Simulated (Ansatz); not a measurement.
# Band gap of BiOBr (P4/nmm) from density functionals to GW, part 2 of 2

Aim: the gap of BiOBr (P4/nmm) at several levels of theory on one structure, with the time that each takes.

Ansatz 0.2.0; density functionals, hybrids and G0W0, plane waves, PAW. Known limits of the many-body steps: finite bands, screening cutoff and k mesh; no spin-orbit coupling in G0W0.

So far. Step 5 (HSE06+SOC on the 4×4×2 mesh): Over mesh and listed points the gap is 2.682 eV, from k = (0.000, 0.400, 0.500) to k = (0.000, 0.000, 0.500). The least direct gap found is 2.861 eV, at k = (0.000, 0.000, 0.500). On the 4×4×2 mesh alone the same run gives 2.838 eV, so that mesh misses an edge of HSE06+SOC: 2.838 − 2.682 = +0.156 eV.

The database entry behind the starting cell differs from later determinations by our own check (0.1 to 0.3 % short, probably kX units), so it need not match the best structure at ambient conditions.

In doubt: masses and optical values from hybrid runs of this build are listed as unsure (step 7), which bears on the screening that GW takes from such a start.

## Step 7: G0W0@HSE06, 6×6×4 mesh, 736 empty bands, screening to 190 eV, hard PAW files

This step: G0W0 on HSE06, plane waves, PAW.

Input file input.yaml:

```yaml
crystal:
  lattice:
    - [3.916, 0.0, 0.0]
    - [0.0, 3.916, 0.0]
    - [0.0, 0.0, 8.077]
  atoms:
    - { symbol: Bi, position: [0.0, 0.5, 0.154] }
    - { symbol: Bi, position: [0.5, 0.0, 0.846] }
    - { symbol: Br, position: [0.0, 0.5, 0.653] }
    - { symbol: Br, position: [0.5, 0.0, 0.347] }
    - { symbol: O, position: [0.0, 0.0, 0.0] }
    - { symbol: O, position: [0.5, 0.5, 0.0] }
kpoints:
  mp_grid: { grid: [6, 6, 4] }
hamiltonian:
  xc: hse06
  pseudopotentials: { kind: paw, source: ansatz }
scf:
  occupations: { method: fixed }
gw:
  n_empty_bands: 736
  ecut_chi: 190.0
  qp_bands: [v2, c2]
  qp_kpoints: band_edges
  screening: { model: contour_deformation }
```

On the command line:

```sh
$ ansatz run input.yaml --threads 4 --pin off --max-ram 138240MiB --backend cuda --events-out ev --progress --plain --runs-dir out --devices 1 --max-vram 26GiB
```

Numbers of over 12 decimals in the logs are rounded to 6 here.

Log:

```text
GPUs: using 1 of 1 available (devices: 1).
[...]
GPU FFT provider: cuFFT
GPU libraries: cuBLAS 13.8.2, cuFFT 12.4.0, cuSOLVER 12.3.4
Crystal: 6 atoms, lattice volume = 123.861 Å³
Basis set: ecut = 930 eV, 7965 PW (Γ)
Bands: 56, of which v1, the nominal top of the filled ones, is band 46 counted from 1 (45 counted from 0)
Symmetry: 16 space group operations
[...]
k-points: 30 of 144
[...]
1    47     12.0444    -9.6918    -3.5958   -13.3929  0.8335    12.1499    12.1498  root
     1    48     12.7572    -9.7003    -3.6756   -13.4531  0.8313    12.8346    12.8345  root
[...]
27    45      7.9133   -19.9057     2.3256   -17.0428  0.7819     7.3721     7.3760  root
    27    46      7.9133   -19.9057     2.3256   -17.0428  0.7819     7.3721     7.3760  root
    27    47     13.1694    -9.9996    -3.6153   -13.7476  0.8287    13.3022    13.3021  root
    27    48     13.1694    -9.9996    -3.6153   -13.7476  0.8287    13.3022    13.3021  root
[key lines of the parts left out:]
Free energy (F): -45566.222378 eV
Fermi energy:    8.844073 eV
```

Run time: 11 min. Hardware: 1 × NVIDIA H100 80GB HBM3 (shared by 3 runs) with 4 threads of AMD EPYC 7R13 (Zen 3), shared host; peak memory 14 GiB.

This step gave:

```yaml
bands_summed: 782
rpa_eps_infinity_on_this_mesh_eigenvalues: 4.240, 5.464, 5.464
plane_waves_in_the_screening_matrix: 743
g0w0_gap_over_the_corrected_points: 3.575 eV
k_of_the_valence_top: 0, 0.3333, -0.5
k_of_the_conduction_bottom: 0, 0, -0.5
starting_gap_on_the_mesh: 3.101 eV
z_at_the_valence_top: 0.7937
z_at_the_conduction_bottom: 0.8343
least_direct_g0w0_gap_over_the_corrected_points: 3.954 eV
```

Over 22 of 30 irreducible mesh points the G0W0 gap is 3.575 eV, from k = (0.000, 0.333, -0.500) to k = (0.000, 0.000, -0.500). The HSE06 gap of this run on the mesh is 3.101 eV. The two states that bound the G0W0 gap lie that far apart at the start, so the correction of the gap is 3.575 − 3.101 = +0.474 eV. G0W0@HSE06 against G0W0@LDA with 782 bands (a further run, in the table below): 3.575 − 3.136 = +0.439 eV, with the same mesh, files and cutoffs, and both edges at the same k points.

## Step 8: Gap and time by level

Each gap is the least one over the points named; times are wall times on shared hosts, not benchmarks. A G0W0 time includes the run's own self-consistent start. Runs with listed points see these and the mesh alone, so an edge that moves elsewhere is missed. Rows marked * are further runs, not shown as steps, whose inputs differ from the G0W0 step on the same start in the columns given; solver thresholds can differ too. Symmetry makes (0.000, 0.000, 0.500) and (0.000, 0.000, -0.500) one point.

| level | mesh | files, cutoff | bands summed, screening | points | gap (eV) | valence top | conduction bottom | least direct gap (eV) | time |
| --- | --- | --- | --- | --- | --- | --- | --- | --- | --- |
| LDA | 6×6×4 | soft_1 PAW, 420 eV | - | mesh and path | 2.046 | (0.000, 0.400, 0.500) | (0.000, 0.000, 0.400) | 2.219 | 16 s |
| LDA+SOC | 6×6×4 | soft_1 PAW, 420 eV | - | mesh and listed points | 1.704 | (0.000, 0.400, 0.500) | (0.000, 0.000, 0.400) | 1.843 | 8.1 s |
| HSE06 | 4×4×2 | soft_1 PAW, 420 eV | - | mesh and listed points | 3.041 | (0.000, 0.400, 0.500) | (0.000, 0.000, 0.500) | 3.282 | 19 s |
| HSE06+SOC | 4×4×2 | soft_1 PAW, 420 eV | - | mesh and listed points | 2.682 | (0.000, 0.400, 0.500) | (0.000, 0.000, 0.500) | 2.861 | 51 s |
| G0W0@LDA* | 6×6×4 | hard PAW, 930 eV | 370, 110 eV | 23 of 30 irreducible mesh points | 3.003 | (0.000, 0.333, -0.500) | (0.000, 0.000, -0.500) | 3.363 | 2.5 min |
| G0W0@LDA* | 6×6×4 | hard PAW, 930 eV | 782, 190 eV | 23 of 30 irreducible mesh points | 3.136 | (0.000, 0.333, -0.500) | (0.000, 0.000, -0.500) | 3.467 | 5.2 min |
| G0W0@LDA | 6×6×4 | hard PAW, 930 eV | 1293, 270 eV | 23 of 30 irreducible mesh points | 3.197 | (0.000, 0.333, -0.500) | (0.000, 0.000, -0.500) | 3.506 | 9.1 min |
| G0W0@LDA* | 8×8×4 | hard PAW, 930 eV | 370, 110 eV | 34 of 45 irreducible mesh points | 2.962 | (0.000, 0.375, -0.500) | (0.000, 0.000, -0.500) | 3.364 | 4.7 min |
| G0W0@HSE06 | 6×6×4 | hard PAW, 930 eV | 782, 190 eV | 22 of 30 irreducible mesh points | 3.575 | (0.000, 0.333, -0.500) | (0.000, 0.000, -0.500) | 3.954 | 11 min |

## Step 9: Summary of results

| Property | Result |
| --- | --- |
| LDA, over mesh and path | 2.046 eV |
| LDA+SOC, over mesh and listed points | 1.704 eV |
| HSE06, over mesh and listed points | 3.041 eV |
| HSE06+SOC, over mesh and listed points | 2.682 eV |
| G0W0@LDA (1293 bands, 6×6×4), over 23 of 30 irreducible mesh points | 3.197 eV |
| G0W0@HSE06, over 22 of 30 irreducible mesh points | 3.575 eV |
| known limits | finite bands, screening cutoff and k mesh; no spin-orbit coupling in G0W0 |

The rows run from 1.704 eV (LDA+SOC) to 3.575 eV (G0W0@HSE06). They differ in mesh, files, plane-wave cutoff, bands and screening cutoff of G0W0 and the points over which the gap was sought as well as in level, so only pairs that share these are like for like. LDA+SOC against LDA: 1.704 − 2.046 = −0.342 eV, with the same mesh, set of files (read in its fully relativistic form for the spin-orbit run) and cutoff, and both edges at the same k points. The spin-orbit run sees mesh and listed points alone, so its gap is an upper bound: the coupling can move an edge off these points, and the change over the zone, its sign included where it is small, is not known. HSE06+SOC against HSE06: 2.682 − 3.041 = −0.359 eV, with the same mesh, set of files (read in its fully relativistic form for the spin-orbit run) and cutoff, and both edges at the same k points. The spin-orbit run sees mesh and listed points alone, so its gap is an upper bound: the coupling can move an edge off these points, and the change over the zone, its sign included where it is small, is not known. G0W0@HSE06 against G0W0@LDA with 782 bands: 3.575 − 3.136 = +0.439 eV, with the same mesh, files and cutoffs, and both edges at the same k points. G0W0@LDA (1293 bands, 6×6×4) moves the gap of its own start on the mesh by 3.197 − 2.117 = +1.080 eV, between the same two levels. Over mesh and path, LDA puts the valence top at k = (0.000, 0.400, 0.500) and conduction bottom at k = (0.000, 0.000, 0.400), where no G0W0 correction was computed. The G0W0 gap over the whole zone is therefore not known from this run; at its settings it can only be equal to or under the 3.197 eV found, and no correction is carried over from another point. For the start itself the gap is 2.046 eV over mesh and path and 2.117 eV on the mesh of the G0W0 run, in runs that differ in files (soft_1 PAW and hard PAW) and plane-wave cutoff (420 eV and 930 eV). G0W0@HSE06 moves the gap of its own start on the mesh by 3.575 − 3.101 = +0.474 eV, between the same two levels. Over mesh and listed points, HSE06 puts the valence top at k = (0.000, 0.400, 0.500), where no G0W0 correction was computed. The G0W0 gap over the whole zone is therefore not known from this run; at its settings it can only be equal to or under the 3.575 eV found, and no correction is carried over from another point. For the start itself the gap is 3.041 eV over mesh and listed points and 3.101 eV on the mesh of the G0W0 run, in runs that differ in mesh (4×4×2 and 6×6×4), files (soft_1 PAW and hard PAW) and plane-wave cutoff (420 eV and 930 eV). What spin-orbit coupling does to the G0W0 levels was not computed, so no sum with the G0W0 gap is formed. For G0W0@LDA: from 370 bands and 110 eV to 1293 bands and 270 eV the gap moves by 3.197 − 3.003 = +0.194 eV (rung by rung 3.003, 3.136, 3.197 eV); bands and screening cutoff rise together, so their parts are not told apart. A line in one over the bands through the two highest rungs gives 3.197 + (3.197 − 3.136) × 782 / (1293 − 782) = 3.290 eV, and through the pair below 3.136 + (3.136 − 3.003) × 370 / (782 − 370) = 3.255 eV. The two differ by 0.035 eV, not under the 0.030 eV asked, so the law does not hold well over these rungs and the limit is not known. The other G0W0 rows are shown at one basis each (782 bands), so their distance from the limit is not known here. With the 8×8×4 mesh in place of the 6×6×4 mesh and all else as in the G0W0@LDA row with 370 bands, the gap differs by 2.962 − 3.003 = −0.041 eV, and that of the start by 2.063 − 2.117 = −0.054 eV; an edge lies at another k point, so this need not be the shift of one pair of states. The G0W0 runs are scalar-relativistic. G0W0 is shown with one set of atomic data (hard PAW), so the error from the files is not known here. Failed or unusable runs of this series, left out of the table: G0W0@PBE0 (6×6×4 mesh, hard PAW files, 930 eV, 736 empty bands) reached its time limit after 10 min.

[Paths, hosts, dates, memory and timing lines, banners, echoed tables and standing remarks are left out of the program output.]

[Logs are printed without paths, hosts, clocks, repeated set-up lines and the standing remarks that a program may print on its own settings, such as how far it seeks lower states.]

[Runs of the session that timed out or met a known fault of the program may be left out.]

[Cells called generated may have been cut or substituted from an entry of the Crystallography Open Database or the Materials Project.]

[Hosts, paths, dates, database ids (printed as entryN), source tags and the programs' standing remarks are cut or masked in the printed files.]

[Where an RPA ε∞ is given, it is that of the G0W0 mesh and is not shown converged in it. Names of k-points follow the symmetry that the program found, which can be lower than the space group named. Band edges on a path are those of the sampled points; other points can move an edge, and change direct to indirect where valleys lie close.]

[Hybrid gaps are those of their k-mesh and are not shown converged in it.]
